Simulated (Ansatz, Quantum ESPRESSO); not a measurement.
# Mode couplings of CoSi2 (Fm-3m) in a second program

Aim: mode couplings and λ of CoSi2 (Fm-3m) by double-delta sums in Quantum ESPRESSO.

Method: DFT PBE, scalar-relativistic, plane waves, PAW, in the first sound run; inputs show where later runs differ, in Ansatz 0.2.0 and Quantum ESPRESSO 7.5.

## (1) The structure

It takes space group Fm-3m (No. 225, cubic). The conventional cell has a = 5.356 Å, b = 5.356 Å, c = 5.356 Å, α = 90.00°, β = 90.00°, γ = 90.00°. Nearest to Co lie 8 Si at 2.32 Å. Nearest to Si lie 4 Co at 2.32 Å. Farther neighbours are not listed.

## (2) Relaxing cell and atoms

Lattice constant and positions set the bands and the force constants, so the cell is relaxed first.

Input file input.yaml:

```yaml
crystal:
  lattice:
    - [0.0, 2.678, 2.678]
    - [2.678, 0.0, 2.678]
    - [2.678, 2.678, 0.0]
  atoms:
    - { symbol: Co, position: [0.0, 0.0, 0.0] }
    - { symbol: Si, position: [0.25, 0.25, 0.25] }
    - { symbol: Si, position: [0.75, 0.75, 0.75] }
kpoints:
  mp_grid: { grid: [10, 10, 10] }
hamiltonian:
  xc: pbe
scf:
  occupations: { method: gaussian, width: 0.1 }
output:
  forces: true
  stress: true
  eigenvalues: true
relax:
  adjacent_minimum: "off"
  f_tol: 0.005
  max_steps: 80
  cell: { stress_tol: 0.05 }
```

Run with:

```console
ansatz run input.yaml --threads 8 --pin off --max-ram 16384MiB --backend cpu --events-out ev --progress --plain --runs-dir out
```

Numbers of over 12 decimals in the logs are rounded to 6 here.

The log of the run:

```text
[the first part of the log is left out]
  E_vxc        = -305.170590  (∫ρ·V_xc dr)
  E_paw        = -2541.393010  (= ΣΔE_a)
  E_vpaw       = -495.874917  (= ΣTr[D̂ρ^β])
  E_aug_tail   = 0.000158  (compensation charges beyond the density's cutoff)
  E_ewald      = -2316.908670
  E_smearing   = -0.003734  (= −TS)
  E_closure    = 0.000000  (closes the sum)
  Σ components = -6399.178637   (vs F -6399.178637, Δ=0.00e0)
--- Forces (eV/Å), atoms counted from 1 ---
  atom   1  Co     0.00000000    -0.00000000     0.00000000
  atom   2  Si     0.00000000     0.00000000     0.00000000
  atom   3  Si     0.00000000    -0.00000000    -0.00000000
  max |Σ_I F_I| component: 1.20e-16 eV/Å
--- Stress (GPa, compression-positive) ---
        0.001872      -0.000000       0.000000
       -0.000000       0.001872      -0.000000
       -0.000000      -0.000000       0.001872
  P = ⅓ Tr σ = 0.0019 GPa (0.019 kbar)
--- Band table (eV; the first three rows and the last of 47) ---
  k-point 0: bands = ["-81.9037", "-45.2184", "-45.2184", "-45.2184", "-0.2721", "8.7737", "8.7737", "8.7737", "10.9500", "10.9500", "13.5886", "16.2747", "16.2747", "16.2747", "16.2764", "16.2764", "16.2764"]
  k-point 1: bands = ["-81.9037", "-45.2186", "-45.2184", "-45.2184", "-0.1203", "8.3996", "8.8275", "8.8275", "10.9054", "10.9054", "13.6571", "14.6646", "15.3797", "15.3797", "17.1696", "17.1696", "18.0740"]
  k-point 2: bands = ["-81.9037", "-45.2192", "-45.2185", "-45.2185", "0.3308", "7.4431", "8.9690", "8.9690", "10.8232", "10.8232", "12.5875", "14.4936", "14.4936", "14.8088", "17.0096", "17.0096", "17.6874"]
  k-point 46: bands = ["-81.9036", "-45.2202", "-45.2198", "-45.2192", "4.4094", "5.1196", "6.4103", "7.3276", "10.3204", "10.7154", "10.9050", "11.3994", "12.1199", "15.7097", "17.4096", "17.8740", "20.4108"]
--- Relaxed structure (3 steps of the walk, 3 accepted, 1 SCFs on fresh bases) ---
  F+E_penalty+E_count = -6399.17863672 eV   max|allowed force component| = 8.943e-17 eV/Å   (the final SCF, on the basis selected at the relaxed cell)
  cell:  # Å, volume = 38.4901 Å³
    - [0, 2.679824, 2.679824]
    - [2.679824, 0, 2.679824]
    - [2.679824, 2.679824, 0]
  atoms:
    - { symbol: Co, position: [0, 0, 0] }
    - { symbol: Si, position: [0.25, 0.25, 0.25] }
    - { symbol: Si, position: [0.75, 0.75, 0.75] }
```

Elapsed: 1.4 s, on 8 threads of Arm Neoverse V2, shared host; peak memory 0.37 GiB.

This run has no spin polarisation, although Co can carry a moment.

Little changed from the start: no atom moved by 0.005 Å and no cell edge by 0.1 %.

Numbers from this step:

```yaml
pressure: 0.001872 GPa
volume_per_atom: 12.83 Å³
metallic_on_mesh: yes
gap_on_the_k_mesh: 0 eV
```

The largest force is now zero by symmetry and the largest stress component 0.0019 GPa.

## (3) Ground state with pw.x

ph.x needs a tightly converged ground state on the same k mesh; the cell is that of the step before.

This step: DFT PBE, scalar-relativistic, plane waves, GBRV ultrasoft pseudopotentials (Quantum ESPRESSO 7.5).

Input file pw.in:

```
&CONTROL
  calculation = 'scf'
  prefix      = 'x'
  outdir      = './tmp'
  pseudo_dir  = './pseudo'
  tprnfor     = .true.
  tstress     = .true.
/
&SYSTEM
  ibrav       = 0
  nat         = 3
  ntyp        = 2
  ecutwfc     = 52.0
  ecutrho     = 416.0
  occupations = 'smearing'
  smearing    = 'fd'
  degauss     = 0.00734986
  nbnd        = 24
/
&ELECTRONS
  conv_thr    = 1.0d-11
  mixing_beta = 0.5
/
ATOMIC_SPECIES
 Co     58.9332  Co.upf
 Si     28.0850  Si.upf
CELL_PARAMETERS angstrom
     0.000000000    2.679823663    2.679823663
     2.679823663    0.000000000    2.679823663
     2.679823663    2.679823663    0.000000000
ATOMIC_POSITIONS crystal
 Co     0.000000000   0.000000000   0.000000000
 Si     0.250000000   0.250000000   0.250000000
 Si     0.750000000   0.750000000   0.750000000
K_POINTS automatic
 10 10 10 0 0 0
```

Run with:

```console
OMP_NUM_THREADS=1 mpirun -n 8 pw.x -nk 8 -in pw.in > pw.x.log
```

The log of the run:

```text
Program PWSCF v.7.5

     This program is part of the open-source Quantum ESPRESSO suite
     for quantum simulation of materials; please cite
         "P. Giannozzi et al., J. Phys.:Condens. Matter 21 395502 (2009);
         "P. Giannozzi et al., J. Phys.:Condens. Matter 29 465901 (2017);
         "P. Giannozzi et al., J. Chem. Phys. 152 154105 (2020);
     in publications or presentations arising from this work. More details at

     Message from routine setup:
     using ibrav=0 with symmetry is DISCOURAGED, use correct ibrav instead

     G-vector sticks info
     --------------------
     sticks:   dense  smooth     PW     G-vecs:    dense   smooth      PW
     Sum        1483     745    223                37309    13323    2229

     Using Slab Decomposition

     bravais-lattice index     =            0
     lattice parameter (alat)  =       7.1618  a.u.
     unit-cell volume          =     259.7438 (a.u.)^3
     number of atoms/cell      =            3
     number of atomic types    =            2
     number of electrons       =        25.00
     number of Kohn-Sham states=           24
     kinetic-energy cutoff     =      52.0000  Ry
     charge density cutoff     =     416.0000  Ry
     scf convergence threshold =      1.0E-11
     mixing beta               =       0.5000
     number of iterations used =            8  plain     mixing
     Exchange-correlation= SLA  PW   PBE  PBE
                           (   1   4   3   4   0   0   0)

     celldm(1)=   7.161765  celldm(2)=   0.000000  celldm(3)=   0.000000
     celldm(4)=   0.000000  celldm(5)=   0.000000  celldm(6)=   0.000000

     crystal axes: (cart. coord. in units of alat)
               a(1) = (   0.000000   0.707107   0.707107 )
               a(2) = (   0.707107   0.000000   0.707107 )
               a(3) = (   0.707107   0.707107   0.000000 )

     reciprocal axes: (cart. coord. in units 2 pi/alat)
               b(1) = ( -0.707107  0.707107  0.707107 )
               b(2) = (  0.707107 -0.707107  0.707107 )
               b(3) = (  0.707107  0.707107 -0.707107 )

     PseudoPot. # 1 for Co read from file:
     ./pseudo/Co.upf
     Pseudo is Ultrasoft + core correction, Zval = 17.0
     Using radial grid of  863 points,  6 beta functions with:
                l(1) =   0
                l(2) =   0
                l(3) =   1
                l(4) =   1
                l(5) =   2
                l(6) =   2
     Q(r) pseudized with  8 coefficients,  rinner =    1.200   1.200   1.200
                                                       1.200   1.200

     PseudoPot. # 2 for Si read from file:
     ./pseudo/Si.upf
     Pseudo is Ultrasoft + core correction, Zval =  4.0
     Using radial grid of  899 points,  6 beta functions with:
                l(1) =   0
                l(2) =   0
                l(3) =   1
                l(4) =   1
                l(5) =   2
                l(6) =   2
     Q(r) pseudized with  8 coefficients,  rinner =    0.900   0.900   0.900
                                                       0.900   0.900

     atomic species   valence    mass     pseudopotential
     Co               17.00    58.93320     Co( 1.00)
     Si                4.00    28.08500     Si( 1.00)

     48 Sym. Ops., with inversion, found

   Cartesian axes

     site n.     atom                  positions (alat units)
         1        Co     tau(   1) = (   0.0000000   0.0000000   0.0000000  )
         2        Si     tau(   2) = (   0.3535534   0.3535534   0.3535534  )
         3        Si     tau(   3) = (   1.0606602   1.0606602   1.0606602  )

     number of k points=    47  Fermi-Dirac smearing, width (Ry)=  0.0073
                       cart. coord. in units 2pi/alat
        k(    1) = (   0.0000000   0.0000000   0.0000000), wk =   0.0020000
        k(    2) = (   0.0707107   0.0707107  -0.0707107), wk =   0.0160000
        k(    3) = (   0.1414214   0.1414214  -0.1414214), wk =   0.0160000
        k(    4) = (   0.2121320   0.2121320  -0.2121320), wk =   0.0160000
        k(    5) = (   0.2828427   0.2828427  -0.2828427), wk =   0.0160000
        k(    6) = (  -0.3535534  -0.3535534   0.3535534), wk =   0.0080000
        k(    7) = (   0.1414214  -0.0000000   0.0000000), wk =   0.0120000
        k(    8) = (   0.2121320   0.0707107  -0.0707107), wk =   0.0480000
        k(    9) = (   0.2828427   0.1414214  -0.1414214), wk =   0.0480000
        k(   10) = (   0.3535534   0.2121320  -0.2121320), wk =   0.0480000
        k(   11) = (  -0.2828427  -0.4242641   0.4242641), wk =   0.0480000
        k(   12) = (  -0.2121320  -0.3535534   0.3535534), wk =   0.0480000
        k(   13) = (  -0.1414214  -0.2828427   0.2828427), wk =   0.0480000
        k(   14) = (  -0.0707107  -0.2121320   0.2121320), wk =   0.0480000
        k(   15) = (   0.0000000  -0.1414214   0.1414214), wk =   0.0240000
        k(   16) = (   0.2828427  -0.0000000   0.0000000), wk =   0.0120000
[...]
k(   40) = (   0.0000000  -0.2828427   0.4242641), wk =   0.0480000
        k(   41) = (  -0.1414214  -0.5656854   0.7071068), wk =   0.0480000
        k(   42) = (  -0.0707107  -0.4949747   0.6363961), wk =   0.0960000
        k(   43) = (   0.0000000  -0.4242641   0.5656854), wk =   0.0480000
        k(   44) = (  -0.7071068   0.1414214   0.0000000), wk =   0.0240000
        k(   45) = (  -0.1414214  -0.4242641   0.7071068), wk =   0.0480000
        k(   46) = (  -0.0707107  -0.3535534   0.6363961), wk =   0.0480000
        k(   47) = (  -0.7071068   0.2828427   0.0000000), wk =   0.0240000

     Dense  grid:    37309 G-vectors     FFT dimensions: (  48,  48,  48)

     Smooth grid:    13323 G-vectors     FFT dimensions: (  36,  36,  36)

     Check: negative core charge=   -0.000011

     Initial potential from superposition of free atoms

     starting charge      23.9987, renormalised to      25.0000
     Starting wfcs are   21 randomized atomic wfcs +    3 random wfcs

     per-process dynamical memory:    40.8 Mb

     Self-consistent Calculation

     iteration #  1     ecut=    52.00 Ry     beta= 0.50
     Davidson diagonalization with overlap
     ethr =  1.00E-02,  avg # of iterations =  6.1

     total energy              =    -307.85823686 Ry
     estimated scf accuracy    <      16.40160605 Ry

     iteration #  2     ecut=    52.00 Ry     beta= 0.50
     Davidson diagonalization with overlap
     ethr =  1.00E-02,  avg # of iterations =  3.0

     total energy              =    -317.13254575 Ry
     estimated scf accuracy    <      33.82930093 Ry

     iteration #  3     ecut=    52.00 Ry     beta= 0.50
[...]
estimated scf accuracy    <       0.00000002 Ry

     iteration # 16     ecut=    52.00 Ry     beta= 0.50
     Davidson diagonalization with overlap
     ethr =  8.34E-11,  avg # of iterations =  2.1

     total energy              =    -317.78418421 Ry
     estimated scf accuracy    <          8.5E-09 Ry

     iteration # 17     ecut=    52.00 Ry     beta= 0.50
     Davidson diagonalization with overlap
     ethr =  3.39E-11,  avg # of iterations =  2.0

     total energy              =    -317.78418421 Ry
     estimated scf accuracy    <          3.0E-11 Ry

     iteration # 18     ecut=    52.00 Ry     beta= 0.50
     Davidson diagonalization with overlap
     ethr =  1.19E-13,  avg # of iterations =  4.8

     End of self-consistent calculation

          k = 0.0000 0.0000 0.0000 (  1639 PWs)   bands (ev):

   -82.0265 -45.3467 -45.3467 -45.3467  -0.3651   8.6815   8.6815   8.6815
    10.8496  10.8496  13.4879  16.1841  16.1841  16.1841  16.1881  16.1881
    16.1881  18.4072  18.4072  18.4072  20.9600  20.9600  23.2787  27.6294

          k = 0.0707 0.0707-0.0707 (  1648 PWs)   bands (ev):

   -82.0265 -45.3469 -45.3467 -45.3467  -0.2133   8.3066   8.7354   8.7354
    10.8051  10.8051  13.5614  14.5710  15.2896  15.2896  17.0795  17.0795
    17.9841  18.0198  18.0198  18.1465  21.8327  21.8327  23.9497  28.1027

          k = 0.1414 0.1414-0.1414 (  1654 PWs)   bands (ev):

   -82.0265 -45.3476 -45.3468 -45.3468   0.2376   7.3489   8.8769   8.8769
    10.7234  10.7234  12.4986  14.4023  14.4023  14.7108  16.9163  16.9163
    17.5920  18.7186  18.7186  19.5400  23.5878  23.5878  25.7760  29.3167

          k = 0.2121 0.2121-0.2121 (  1637 PWs)   bands (ev):

   -82.0264 -45.3484 -45.3469 -45.3469   0.9740   6.0572   9.0417   9.0417
    10.7316  10.7316  11.4172  13.4983  13.4983  15.2376  16.4818  16.4818
    17.1751  20.1869  20.1869  20.9559  25.6446  25.6446  27.9101  29.2650

          k = 0.2828 0.2828-0.2828 (  1646 PWs)   bands (ev):

   -82.0264 -45.3490 -45.3471 -45.3471   1.9654   4.6438   9.1472   9.1472
    10.7887  10.9317  10.9317  12.6847  12.6847  15.4314  16.2517  16.2517
    17.0738  21.8641  21.8641  22.5144  26.4348  26.4348  26.7551  28.5073

          k =-0.3536-0.3536 0.3536 (  1676 PWs)   bands (ev):

   -82.0264 -45.3492 -45.3471 -45.3471   2.9437   3.5091   9.1764   9.1764
[...]
k = 0.1414-0.0000 0.0000 (  1643 PWs)   bands (ev):

[...]
k = 0.2121 0.0707-0.0707 (  1647 PWs)   bands (ev):

[...]
k = 0.2828 0.1414-0.1414 (  1636 PWs)   bands (ev):

[...]
k = 0.3536 0.2121-0.2121 (  1639 PWs)   bands (ev):

[...]
k =-0.2828-0.4243 0.4243 (  1653 PWs)   bands (ev):

[...]
k =-0.2121-0.3536 0.3536 (  1648 PWs)   bands (ev):

[...]
k =-0.1414-0.2828 0.2828 (  1644 PWs)   bands (ev):

[...]
k =-0.0707-0.2121 0.2121 (  1645 PWs)   bands (ev):

[...]
k = 0.0000-0.1414 0.1414 (  1649 PWs)   bands (ev):

[...]
k = 0.2828-0.0000 0.0000 (  1632 PWs)   bands (ev):

[...]
k = 0.3536 0.0707-0.0707 (  1647 PWs)   bands (ev):

[...]
k = 0.4243 0.1414-0.1414 (  1644 PWs)   bands (ev):

[...]
k =-0.2121-0.4950 0.4950 (  1645 PWs)   bands (ev):

[...]
k =-0.1414-0.4243 0.4243 (  1631 PWs)   bands (ev):

[...]
k =-0.0707-0.3536 0.3536 (  1645 PWs)   bands (ev):

[...]
k = 0.0000-0.2828 0.2828 (  1652 PWs)   bands (ev):

[...]
k = 0.4243 0.0000-0.0000 (  1652 PWs)   bands (ev):

[...]
k = 0.4950 0.0707-0.0707 (  1649 PWs)   bands (ev):

[...]
k =-0.1414-0.5657 0.5657 (  1645 PWs)   bands (ev):

[...]
k =-0.0707-0.4950 0.4950 (  1652 PWs)   bands (ev):

[...]
k =-0.0000-0.4243 0.4243 (  1638 PWs)   bands (ev):

[...]
k = 0.5657-0.0000 0.0000 (  1652 PWs)   bands (ev):

[...]
k =-0.0707-0.6364 0.6364 (  1646 PWs)   bands (ev):

[...]
k = 0.0000-0.5657 0.5657 (  1650 PWs)   bands (ev):

[...]
k =-0.7071 0.0000 0.0000 (  1660 PWs)   bands (ev):

[...]
k = 0.2828 0.1414 0.0000 (  1648 PWs)   bands (ev):

[...]
k = 0.3536 0.2121-0.0707 (  1636 PWs)   bands (ev):

[...]
k =-0.2828-0.4243 0.5657 (  1643 PWs)   bands (ev):

[...]
k =-0.2121-0.3536 0.4950 (  1642 PWs)   bands (ev):

[...]
k = 0.4243 0.1414-0.0000 (  1651 PWs)   bands (ev):

[...]
k =-0.2121-0.4950 0.6364 (  1650 PWs)   bands (ev):

[...]
k =-0.1414-0.4243 0.5657 (  1643 PWs)   bands (ev):

[...]
k =-0.0707-0.3536 0.4950 (  1641 PWs)   bands (ev):

[...]
k = 0.0000-0.2828 0.4243 (  1640 PWs)   bands (ev):

[...]
k =-0.1414-0.5657 0.7071 (  1658 PWs)   bands (ev):

[...]
k =-0.0707-0.4950 0.6364 (  1647 PWs)   bands (ev):

[...]
k = 0.0000-0.4243 0.5657 (  1649 PWs)   bands (ev):

[...]
k =-0.7071 0.1414 0.0000 (  1644 PWs)   bands (ev):

[...]
k =-0.1414-0.4243 0.7071 (  1634 PWs)   bands (ev):

[...]
10.0322  10.5293  11.1065  11.3882  12.1414  15.7053  16.6336  18.1350
    21.0380  21.0820  22.2426  24.7995  24.8708  26.9471  27.8514  29.1182

          k =-0.0707-0.3536 0.6364 (  1642 PWs)   bands (ev):

   -82.0264 -45.3486 -45.3483 -45.3476   4.3269   4.4628   7.1071   7.1136
    10.2520  10.5114  10.9232  11.4010  12.0887  16.0880  16.3930  19.0329
    19.5499  21.5198  22.5417  25.7302  26.2073  26.2221  26.3539  30.1816

          k =-0.7071 0.2828 0.0000 (  1640 PWs)   bands (ev):

   -82.0264 -45.3487 -45.3482 -45.3477   4.3165   5.0260   6.3133   7.2314
    10.2297  10.6271  10.8183  11.2985  12.0193  15.6195  17.3179  17.7826
    20.3212  22.2243  23.5467  24.9616  25.8006  26.4416  27.1079  29.6413

     the Fermi energy is    12.7664 ev

!    total energy              =    -317.78418421 Ry
     estimated scf accuracy    <          2.5E-12 Ry
     smearing contrib. (-TS)   =      -0.00258137 Ry
     internal energy E=F+TS    =    -317.78160284 Ry

     The total energy is F=E-TS. E is the sum of the following terms:
     one-electron contribution =    -238.01276286 Ry
     hartree contribution      =     132.08758606 Ry
     xc contribution           =     -41.56677970 Ry
     ewald contribution        =    -170.28964633 Ry

     convergence has been achieved in  18 iterations

     Forces acting on atoms (cartesian axes, Ry/au):

     atom    1 type  1   force =     0.00000000    0.00000000    0.00000000
     atom    2 type  2   force =     0.00000000   -0.00000000    0.00000000
     atom    3 type  2   force =     0.00000000   -0.00000000   -0.00000000

     Total force =     0.000000     Total SCF correction =     0.000000

     Computing stress (Cartesian axis) and pressure

          total   stress  (Ry/bohr**3)                   (kbar)     P=       -1.29
  -0.00000875  -0.00000000  -0.00000000           -1.29       -0.00       -0.00
   0.00000000  -0.00000875   0.00000000            0.00       -1.29        0.00
  -0.00000000   0.00000000  -0.00000875           -0.00        0.00       -1.29

     Writing all to output data dir ./tmp/x.save/ :
     XML data file, charge density, pseudopotentials, collected wavefunctions

   JOB DONE.
```

Run time: 9.8 s. Hardware: 8 MPI ranks.

Numbers from this step:

```yaml
pressure: -0.129 GPa
```

With these potentials, mesh and smearing the cell is at -0.13 GPa.

[end of part 1 of 2]

[Logs are printed without paths, hosts, clocks, repeated set-up lines and the standing remarks that a program may print on its own settings, such as how far it seeks lower states.]

[Hosts, paths, dates, database ids (printed as entryN), source tags and the programs' standing remarks are cut or masked in the printed files.]
